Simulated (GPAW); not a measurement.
Consider zinc-blende (ZnSe)1-x(CdSe)x, x = 0.125.

```xyz
16
Lattice="0.0000 5.7157 5.7157 5.7157 0.0000 5.7157 5.7157 5.7157 0.0000" Properties=species:S:1:pos:R:3 pbc="T T T"
Zn    5.7115    5.7159    0.0094
Se    1.4936    1.3653    1.3693
Zn    8.5711    2.8621    5.7130
Se    4.2807    4.2863    1.4308
Zn    8.5694    5.7154    2.8701
Se    4.2799    1.4257    4.2982
Zn    5.7051    2.8524    2.8621
Se    7.1402    4.2854    4.2914
Cd    5.7127    8.5730    2.8621
Se    1.4918    4.3522    4.3555
Zn    2.8618    5.7162    2.8630
Se    4.2285    7.0769    4.3617
Zn    8.5699    8.5731    5.7201
Se    4.2198    4.3552    7.0887
Zn    5.7265    5.7127    5.7291
Se    7.1473    7.1430    7.1528
```

Absorber: atom 2, with 3 Zn at 2.44 Å and 1 Cd at 2.59 Å (distorted tetrahedral). Method: GPAW, LDA, excited-electron core hole (neutral cell), 16-atom cell with 8.1 Å between holes, 4×4×4 k points, dipole transitions, Gaussian full width 2.33 eV up to 4 eV, rising linearly to 3.5 eV at 25 eV.

What does the Se K edge look like?

Main maxima up to 28 eV above the zero (height): 6.8 eV (1.53), 15.4 eV (1.00) and 26.2 eV (1.03). A K edge sees empty p states on the absorber. 

The Se K spectrum (energy from the bottom of the conduction band, which holds the excited electron; intensity scaled to a mean of 1 over the first 20 eV):

| E (eV) | intensity |
| --- | --- |
| -2.0 | 0.00 |
| -1.0 | 0.01 |
| 0.0 | 0.10 |
| 1.0 | 0.43 |
| 2.0 | 1.00 |
| 3.0 | 1.35 |
| 4.0 | 1.40 |
| 5.0 | 1.41 |
| 6.0 | 1.49 |
| 7.0 | 1.53 |
| 8.0 | 1.36 |
| 9.0 | 1.10 |
| 10.0 | 0.81 |
| 11.0 | 0.59 |
| 12.0 | 0.60 |
| 13.0 | 0.76 |
| 14.0 | 0.92 |
| 15.0 | 1.00 |
| 16.0 | 0.99 |
| 17.0 | 0.96 |
| 18.0 | 0.91 |
| 19.0 | 0.83 |
| 20.0 | 0.78 |
| 21.0 | 0.83 |
| 22.0 | 0.90 |
| 23.0 | 0.93 |
| 24.0 | 0.94 |
| 25.0 | 0.98 |
| 26.0 | 1.03 |
| 27.0 | 1.01 |
| 28.0 | 0.89 |
| 29.0 | 0.79 |

The script folds with a Gaussian, whereas the core hole's own line is a Lorentzian, so the onset is too steep and the first peak too high.

[Banner, clock and machine lines of the logs are left out without a mark of their own.]

[Logs are printed without paths, hosts, clocks, repeated set-up lines and the standing remarks that a program may print on its own settings, such as how far it seeks lower states.]

[Hosts, paths, dates, database ids (printed as entryN), source tags and the programs' standing remarks are cut or masked in the printed files.]

[Lists of maxima count a maximum above −3 eV only where it reaches 4 % of the highest in the window and stands out from its surroundings by 2 % of it (1.5 % where it reaches 55 %); shoulders and weaker maxima are passed over, and of the rest the first, up to two pre-edge ones and the few strongest are named.]
